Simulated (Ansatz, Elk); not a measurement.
# Mg6CdPb: X-ray structure factors from the self-consistent density

Structure refinements treat a crystal as free atoms side by side. For a made-up structure of Mg6CdPb (cell and positions from a PBEsol relaxation) the runs below show what the calculated density changes in F(hkl).

Method: DFT, PBE, all-electron APW+lo, Dirac cores, scalar-relativistic bands, static density, no spin, in Elk 11.2.3 (patched build).

The structure was built from a prototype and need not be the compound's stable phase.

## 1. Starting point

The structure is orthorhombic, space group Amm2 (No. 38). The conventional cell has a = 5.002 Å, b = 6.706 Å, c = 10.824 Å, α = 90.00°, β = 90.00°, γ = 90.00°. Nearest to Pb lie 10 Mg at 3.13 to 3.18 Å and 2 Cd at 3.35 Å. Nearest to Cd lie 10 Mg at 3.09 to 3.21 Å and 2 Pb at 3.35 Å. Nearest to Mg lie 2 Cd at 3.10 Å and 10 Mg at 3.13 to 3.35 Å. Nearest to Mg lie 10 Mg at 3.12 to 3.35 Å and 2 Pb at 3.13 Å. Nearest to Mg lie 2 Cd at 3.09 Å and 7 Mg at 3.13 to 3.23 Å and 2 Pb at 3.16 Å. Mg has 8 Mg at 3.12 to 3.36 Å and 2 Cd at 3.15 to 3.21 Å and 2 Pb at 3.18 Å nearest. Farther neighbours are not listed.

## 2. Ground state and structure factors

An all-electron density is needed, since X-rays see the cores too. Task 0 finds the density and task 195 Fourier-transforms it; tshift is off so that phases refer to the origin typed.

The input, elk.in:

```
tasks
  0
  195

xctype
  20

spinpol
  .false.

rgkmax
  7.0

gmaxvr
  14.0

lmaxo
  7

lmaxapw
  8

swidth
  0.002

tshift
  .false.

ramdisk
  .false.

hmaxvr
  5.5

maxscl
  120

epspot
  1e-06

sppath
  './'

avec
  9.45237691936 0.00000000000 0.00000000000
  0.00000000000 6.33616353747 10.22723471157
  0.00000000000 -6.33616353747 10.22723471157

atoms
  3
  'Pb.in'
  1
  0.5000000000 0.1630320205 0.1630320205   0.000000 0.000000 0.000000
  'Cd.in'
  1
  0.5000000000 0.6667580483 0.6667580483   0.000000 0.000000 0.000000
  'Mg.in'
  6
  0.0000000000 0.8367459583 0.8367459583   0.000000 0.000000 0.000000
  0.0000000000 0.3374225953 0.3374225953   0.000000 0.000000 0.000000
  0.0000000000 0.3482433039 0.8252833327   0.000000 0.000000 0.000000
  0.0000000000 0.8252833327 0.3482433039   0.000000 0.000000 0.000000
  0.5000000000 0.1641054730 0.6625092679   0.000000 0.000000 0.000000
  0.5000000000 0.6625092679 0.1641054730   0.000000 0.000000 0.000000

ngridk
  5 4 4
```

Run with:

```bash
OMP_NUM_THREADS=4 elk
```

Numbers of over 12 decimals in the logs are rounded to 6 here.

Output:

```text
┌─────────────────────────┐
│ Elk code version 11.2.3 │
└─────────────────────────┘

All units are atomic (Hartree, Bohr, etc.)

┌─────────────────────────────────────────────────┐
│ Ground-state run starting from atomic densities │
└─────────────────────────────────────────────────┘

Lattice vectors :
   9.452376919       0.000000000       0.000000000
   0.000000000       6.336163537       10.22723471
   0.000000000      -6.336163537       10.22723471

Reciprocal lattice vectors :
  0.6647201398       0.000000000      -0.000000000
  -0.000000000      0.4958193763      0.3071790902
   0.000000000     -0.4958193763      0.3071790902

Unit cell volume      :    1225.055114
Brillouin zone volume :   0.2024808603

Muffin-tin inner radius fraction :   0.1000000000E-01

Nuclei treated as point charges

Species : 1 (Pb)
 parameters loaded from : Pb.in
 name : lead
 nuclear charge    :   -82.00000000
 electronic charge :    82.00000000
 atomic mass :    377702.4943
 muffin-tin radius :    2.800000000
 number of radial points in muffin-tin :   1393
 inner part over the whole radius :   0.9993555083E-02
 number on inner part of muffin-tin    :   1001
 approximate nuclear radius :   0.1047603524E-03
 number of mesh points to nuclear radius :    525
 atomic positions (lattice), magnetic fields (Cartesian) :
  1 :   0.50000000  0.16303202  0.16303202    0.00000000  0.00000000  0.00000000

Species : 2 (Cd)
 parameters loaded from : Cd.in
 name : cadmium
 nuclear charge    :   -48.00000000
 electronic charge :    48.00000000
 atomic mass :    204912.7176
 muffin-tin radius :    2.600000000
 number of radial points in muffin-tin :   1193
 inner part over the whole radius :   0.9972693929E-02
 number on inner part of muffin-tin    :    850
 approximate nuclear radius :   0.8708852602E-04
 number of mesh points to nuclear radius :    426
 atomic positions (lattice), magnetic fields (Cartesian) :
  1 :   0.50000000  0.66675805  0.66675805    0.00000000  0.00000000  0.00000000

Species : 3 (Mg)
 parameters loaded from : Mg.in
 name : magnesium
 nuclear charge    :   -12.00000000
 electronic charge :    12.00000000
 atomic mass :    44305.30466
 muffin-tin radius :    2.200000000
 number of radial points in muffin-tin :    793
 inner part over the whole radius :   0.9941530515E-02
 number on inner part of muffin-tin    :    552
 approximate nuclear radius :   0.5710277704E-04
 number of mesh points to nuclear radius :    241
 atomic positions (lattice), magnetic fields (Cartesian) :
  1 :   0.00000000  0.83674596  0.83674596    0.00000000  0.00000000  0.00000000
  2 :   0.00000000  0.33742260  0.33742260    0.00000000  0.00000000  0.00000000
  3 :   0.00000000  0.34824330  0.82528333    0.00000000  0.00000000  0.00000000
  4 :   0.00000000  0.82528333  0.34824330    0.00000000  0.00000000  0.00000000
  5 :   0.50000000  0.16410547  0.66250927    0.00000000  0.00000000  0.00000000
  6 :   0.50000000  0.66250927  0.16410547    0.00000000  0.00000000  0.00000000

Total number of atoms per unit cell :    8
Total muffin-tin volume :    433.1879278
 ratio of muffin-tin to unit cell volume :   0.3536068891

Spin treatment :
 spin-unpolarised

Number of Bravais lattice symmetries :    8
Number of crystal symmetries         :    4
Crystal has no inversion symmetry
Complex Hermitian eigensolver will be used

k-point grid :      5     4     4
k-point offset :    0.000000000       0.000000000       0.000000000
k-point set is reduced with full crystal symmetry group
Total number of k-points :       30

Muffin-tin radius times maximum |G+k| :    7.000000000
 using average radius
Maximum |G+k| for APW functions       :    3.010752688
Maximum (1/2)|G+k|²                   :    4.532315875
Maximum |G| for potential and density :    14.00000000
Constant for pseudocharge density :   10
 order of it for each species :   17  17  17
 order of it for pair densities of each species (exact exchange by exxq0 0: 18) :   14  12   8
Radial integration step length :    1

[...]
Density of states at Fermi energy :    38.94623652
 (states/Hartree/unit cell)

Estimated indirect band gap :   0.2705994433E-02
 from k-point 22 to k-point 15
Estimated direct band gap   :   0.1454616094E-01
 at k-point 8

Charges :
 core                        :    110.0000000
 valence                     :    92.00000000
 interstitial                :    12.12378805
 muffin-tins (core leakage)
  species : 1 (Pb)
[...]
species : 2 (Cd)
[...]
species : 3 (Mg)
[...]
total in muffin-tins        :    189.8762119
 total calculated charge     :    201.9985079
 total charge                :    202.0000000
 error                       :   0.1492088509E-02

RMS change in Kohn-Sham potential (target) :   0.6023145361     (  0.1000000000E-05)
Absolute change in total energy (target)   :    2.030698011     (  0.1000000000E-03)

[... loops 3 to 13 left out ...]

┌──────────────────┐
│ Loop number : 14 │
└──────────────────┘

Energies :
 Fermi                       :     0.176950
 sum of occupied eigenvalues :     -16944.367737775
 electron kinetic            :      31440.868991940
 core electron kinetic       :      30732.388788211
 Coulomb                     :     -58523.720908335
 Coulomb potential           :     -47545.042928882
 nuclear-nuclear             :     -1935.4453048916
 electron-nuclear            :     -65661.868113672
 Hartree                     :      9073.5925102280
 Madelung                    :     -34751.199443895
 xc potential                :     -840.19380083298
 exchange                    :     -633.48664547883
 correlation                 :     -10.355473016195
 electron entropic           :    -0.57822639302454E-03
 total energy                :     -27726.694613117

Density of states at Fermi energy :    38.56798731
 (states/Hartree/unit cell)

Estimated indirect band gap :   0.4925415092E-03
 from k-point 22 to k-point 15
Estimated direct band gap   :   0.1305344295E-01
 at k-point 22

Charges :
 core                        :    110.0000000
 valence                     :    92.00000000
 interstitial                :    11.98631484
 muffin-tins (core leakage)
  species : 1 (Pb)
[...]
species : 2 (Cd)
[...]
species : 3 (Mg)
[...]
total in muffin-tins        :    190.0136852
 total calculated charge     :    201.9985638
 total charge                :    202.0000000
 error                       :   0.1436186982E-02

RMS change in Kohn-Sham potential (target) :   0.1465802589E-06 (  0.1000000000E-05)
Absolute change in total energy (target)   :   0.7422529961E-04 (  0.1000000000E-03)

Convergence targets achieved

┌──────────────────┐
│ Loop number : 15 │
└──────────────────┘

Energies :
 Fermi                       :     0.176950
 sum of occupied eigenvalues :     -16944.367726049
 electron kinetic            :      31440.869003085
 core electron kinetic       :      30732.388797064
 Coulomb                     :     -58523.720909931
 Coulomb potential           :     -47545.042932213
 nuclear-nuclear             :     -1935.4453048916
 electron-nuclear            :     -65661.868113175
 Hartree                     :      9073.5925081355
 Madelung                    :     -34751.199443825
 xc potential                :     -840.19379692108
 exchange                    :     -633.48664545897
 correlation                 :     -10.355473009746
 electron entropic           :    -0.57822635204795E-03
 total energy                :     -27726.694603542

Density of states at Fermi energy :    38.56798412
 (states/Hartree/unit cell)

Estimated indirect band gap :   0.4925424728E-03
 from k-point 22 to k-point 15
Estimated direct band gap   :   0.1305344435E-01
 at k-point 22

Charges :
 core                        :    110.0000000
 valence                     :    92.00000000
 interstitial                :    11.98631480
 muffin-tins (core leakage)
  species : 1 (Pb)
[...]
species : 2 (Cd)
[...]
species : 3 (Mg)
[...]
atom 4                    :    10.46539326     ( -0.9828258696E-07)
   atom 5                    :    10.46841534     ( -0.9828258740E-07)
   atom 6                    :    10.46841534     ( -0.9828258740E-07)
 total in muffin-tins        :    190.0136852
 total calculated charge     :    201.9985638
 total charge                :    202.0000000
 error                       :   0.1436186893E-02

┌──────────────────────────────┐
│ Self-consistent loop stopped │
└──────────────────────────────┘

Warning : the lowest level lies among the core levels :   -2.629358589      -2.602531433

Warning : core states of species 1 leak from the muffin-tin :   0.1201352901E-02

Warning : core states of species 2 leak from the muffin-tin :   0.2402083322E-03

Wrote STATE.OUT
```

Elapsed: 2.1 min, on 4 threads of Arm Neoverse V1, shared host; peak memory 0.33 GiB; 6.6 min of CPU time.

SFACRHO.OUT:

```text

h k l indices transformed by vhmat matrix:
   1.000000000       0.000000000       0.000000000    
   0.000000000       1.000000000       0.000000000    
   0.000000000       0.000000000       1.000000000    

      h      k      l  multipl.   |H|            Re(F)            Im(F)           |F|

      0      0      0      1   0.0000000       202.00000     -0.35982490E-16   202.00000    
      0      0     -1      2  0.58326310       16.600947      -26.889435       31.601158    
      0      1      0      2  0.58326310       16.600947       26.889435       31.601158    
      0     -1     -1      1  0.61435818      -48.618402      -89.528503       101.87788    
      0      1      1      1  0.61435818      -48.618402       89.528503       101.87788    
      1      0      0      2  0.66472014      -101.37672     -0.44243658E-13   101.37672    
     -1      1      0      4  0.88433518      -18.734655      -27.743717       33.476875    
      1     -1      0      4  0.88433518      -18.734655       27.743717       33.476875    
      1      1      1      2  0.90514576       46.853556      -86.152339       98.068758    
     -1     -1     -1      2  0.90514576       46.853556       86.152339       98.068758    
      0     -1      1      2  0.99163875       96.846894      0.77700134E-14   96.846894    
      0     -1     -2      2   1.0464549      -31.333481      -3.9452690       31.580883    
      0      2      1      2   1.0464549      -31.333481       3.9452690       31.580883    
      0     -2      0      2   1.1665262      -78.063736      -82.539855       113.60799    
      0      0      2      2   1.1665262      -78.063736       82.539855       113.60799    
      1      1     -1      4   1.1938175      -93.123896     -0.26232096E-13   93.123896    
      0     -2     -2      1   1.2287164      -91.218479       77.775544       119.87429    
      0      2      2      1   1.2287164      -91.218479      -77.775544       119.87429
```

Elk indexes on the primitive cell of elk.in and gives |H| = 4π sin θ/λ in inverse bohr. Below, one row stands for each form hkl of the conventional cell (m members, Friedel mates merged), F is for one primitive cell and the density is static (no thermal factor). Free-atom factors are Waasmaier and Kirfel's, and R is Σm||F|−|F'||/Σm|F|.

```
hkl  m  sin θ/λ (Å⁻¹)  abs F, DFT  neutral atoms   diff.  abs of complex diff.
011  4          0.088      31.601         31.654  -0.053                 0.054
002  2          0.092     101.878        101.992  -0.114                 0.114
100  2          0.100     101.377        101.463  -0.086                 0.086
111  8          0.133      33.477         33.440  +0.037                 0.039
102  4          0.136      98.069         98.063  +0.006                 0.006
020  2          0.149      96.847         96.856  -0.009                 0.009
013  4          0.157      31.581         31.543  +0.038                 0.038
022  4          0.175     113.608        113.691  -0.083                 0.169
120  4          0.179      93.124         93.120  +0.004                 0.004
004  2          0.185     119.874        120.121  -0.247                 0.315
113  8          0.186      31.471         31.418  +0.053                 0.058
200  2          0.200     160.113        160.903  -0.790                 0.790
122  8          0.202     147.234        147.937  -0.703                 0.712
104  4          0.210     139.657        140.333  -0.676                 0.691
211  8          0.218      29.160         29.096  +0.064                 0.064
202  4          0.220      88.431         88.617  -0.186                 0.186
031  4          0.228      33.295         33.262  +0.033                 0.038
024  4          0.237      86.560         86.730  -0.170                 0.170
015  4          0.243      31.112         31.087  +0.025                 0.028
131  8          0.249      26.566         26.499  +0.067                 0.067
220  4          0.249      85.467         85.609  -0.142                 0.142
213  8          0.254      29.445         29.415  +0.030                 0.030
```

## 3. The highest occupied states alone

An energy window below the Fermi level keeps the highest occupied states, to see at which angles they scatter; shallow core shells can lie inside it and anion s states outside. No new self-consistency is needed.

elk.in, as its differences from that of step 2:

```diff
@@ -1,3 +1,2 @@
 tasks
-  0
   195
@@ -40,2 +39,5 @@
 
+wsfac
+  -0.374290 0.476950
+
 sppath
```

Run with:

```bash
OMP_NUM_THREADS=4 elk
```

Output:

```text
┌─────────────────────────────────┐
│ Elk code version 11.2.3 started │
└─────────────────────────────────┘

Info(readinput): the functional depends on the density's gradient
 muffin-tin radial points multiplied by    2.00000
 (not where nrmtscf is given)

┌────────────────────┐
│ Current task : 195 │
└────────────────────┘

Info(sfacrho): density structure factors written to SFACRHO.OUT

 Energy window :  -0.3742900000      0.4769500000

┌──────────────────┐
│ Elk code stopped │
└──────────────────┘
```

It took 31 s on 4 threads; peak memory 0.22 GiB.

States within 15 eV below the Fermi level hold 28.00 electrons; any levels below the window count with the cores. Their amplitudes can exceed the total, where window and core parts have opposite phase:

```
hkl  sin θ/λ (Å⁻¹)  abs F, window  abs F, all
011          0.088          7.753      31.601
002          0.092         10.208     101.878
100          0.100          9.979     101.377
111          0.133          6.839      33.477
102          0.136          8.655      98.069
020          0.149          8.100      96.847
013          0.157          6.427      31.581
022          0.175          7.162     113.608
120          0.179          6.844      93.124
004          0.185          6.619     119.874
```

## 4. Another functional

The difference from free atoms is small, so it is set against the change that PBEsol makes.

elk.in, as its differences from that of step 3:

```diff
@@ -1,2 +1,3 @@
 tasks
+  0
   195
@@ -4,3 +5,3 @@
 xctype
-  20
+  22
 
@@ -39,5 +40,2 @@
 
-wsfac
-  -0.374290 0.476950
-
 sppath
```

Run with:

```bash
OMP_NUM_THREADS=4 elk
```

Output:

```text
┌─────────────────────────┐
│ Elk code version 11.2.3 │
└─────────────────────────┘

All units are atomic (Hartree, Bohr, etc.)

┌─────────────────────────────────────────────────┐
│ Ground-state run starting from atomic densities │
└─────────────────────────────────────────────────┘

Lattice vectors :
   9.452376919       0.000000000       0.000000000
   0.000000000       6.336163537       10.22723471
   0.000000000      -6.336163537       10.22723471

Reciprocal lattice vectors :
  0.6647201398       0.000000000      -0.000000000
[...]
atom 6                    :    10.46657454     ( -0.9828258873E-07)
 total in muffin-tins        :    190.0191390
 total calculated charge     :    201.9985535
 total charge                :    202.0000000
 error                       :   0.1446451996E-02

┌──────────────────────────────┐
│ Self-consistent loop stopped │
└──────────────────────────────┘

Warning : the lowest level lies among the core levels :   -2.620074319      -2.602565297

Warning : core states of species 1 leak from the muffin-tin :   0.1208801613E-02

Warning : core states of species 2 leak from the muffin-tin :   0.2428136719E-03

Wrote STATE.OUT
[key lines of the parts left out:]
total energy                :     -27715.915993011
```

Run time: 2 min. Hardware: 4 threads; peak memory 0.33 GiB; 6.2 min of CPU time.

Against the first run R = 0.01 %; the largest change is -0.042 at 026.

## 5. Basis size

The basis and the expansions that go with it are enlarged, to see whether the differences are converged.

elk.in, as its differences from that of step 4:

```diff
@@ -5,3 +5,3 @@
 xctype
-  22
+  20
 
@@ -11,12 +11,12 @@
 rgkmax
-  7.0
+  8.5
 
 gmaxvr
-  14.0
+  18.0
 
 lmaxo
-  7
+  9
 
 lmaxapw
-  8
+  10
```

Run with:

```bash
OMP_NUM_THREADS=4 elk
```

Output:

```text
┌─────────────────────────┐
│ Elk code version 11.2.3 │
└─────────────────────────┘

All units are atomic (Hartree, Bohr, etc.)

┌─────────────────────────────────────────────────┐
│ Ground-state run starting from atomic densities │
└─────────────────────────────────────────────────┘

Lattice vectors :
   9.452376919       0.000000000       0.000000000
   0.000000000       6.336163537       10.22723471
   0.000000000      -6.336163537       10.22723471

Reciprocal lattice vectors :
  0.6647201398       0.000000000      -0.000000000
[...]
atom 6                    :    10.46944739     ( -0.9828258785E-07)
 total in muffin-tins        :    190.0243703
 total calculated charge     :    201.9985583
 total charge                :    202.0000000
 error                       :   0.1441699242E-02

┌──────────────────────────────┐
│ Self-consistent loop stopped │
└──────────────────────────────┘

Warning : the lowest level lies among the core levels :   -2.623827008      -2.596989036

Warning : core states of species 1 leak from the muffin-tin :   0.1201483614E-02

Warning : core states of species 2 leak from the muffin-tin :   0.2403354712E-03

Wrote STATE.OUT
[key lines of the parts left out:]
total energy                :     -27726.706545374
```

It took 7.4 min on 4 threads; peak memory 0.69 GiB.

Against the first run R = 0.00 %; the largest change is -0.006 at 400.

## 6. Settings against the effect

```
                              run  R against the first run (%)  R against neutral atoms, low angle (%)  wall time
                    PBE, rgkmax 7                         0.00                                    0.19    2.1 min
                           PBEsol                         0.01                                    0.21      2 min
rgkmax 8.5 with larger expansions                         0.00                                    0.19    7.4 min
```

## 7. Summary of results

```yaml
r_against_neutral_atoms_sin_theta_lambda_0p3_a_minus1: 0.19 %
r_against_neutral_atoms_0p3_to_0p52_a_minus1: 0.07 %
```

**Reading.** Independent neutral atoms miss the calculated amplitudes by R = 0.19 % below 0.3 Å⁻¹ and 0.07 % from there to 0.52 Å⁻¹; by shells, 0.07 % below 0.15 Å⁻¹ (6 forms), 0.21 % 0.15 to 0.3 (26 forms), 0.06 % 0.3 to 0.45 (67 forms), 0.10 % above 0.45 (50 forms). Bonding, aspherical density and the tables' own atoms all enter these figures, and the runs don't part them. The largest change of an amplitude is -0.79 electrons, at 200. R counts amplitudes alone; phases shift too. The window's part falls from 28.0 electrons at the origin to at most 0.71 between 0.45 and 0.52 Å⁻¹. Below 0.3 Å⁻¹ the changes that finished (PBEsol and rgkmax 8.5 with larger expansions) move F by R = 0.02 % at most, against the 0.19 % that separates it from free atoms. The k-mesh has no finished test. Spin-orbit coupling is left out, which can matter for elements this heavy. Part of the difference isn't bonding: the tables are fits to free atoms and ions calculated by other methods than this functional. Thermal motion, anomalous dispersion and extinction are left out.

[Logs are printed without paths, hosts, clocks, repeated set-up lines and the standing remarks that a program may print on its own settings, such as how far it seeks lower states.]

[Hosts, paths, dates, database ids (printed as entryN), source tags and the programs' standing remarks are cut or masked in the printed files.]
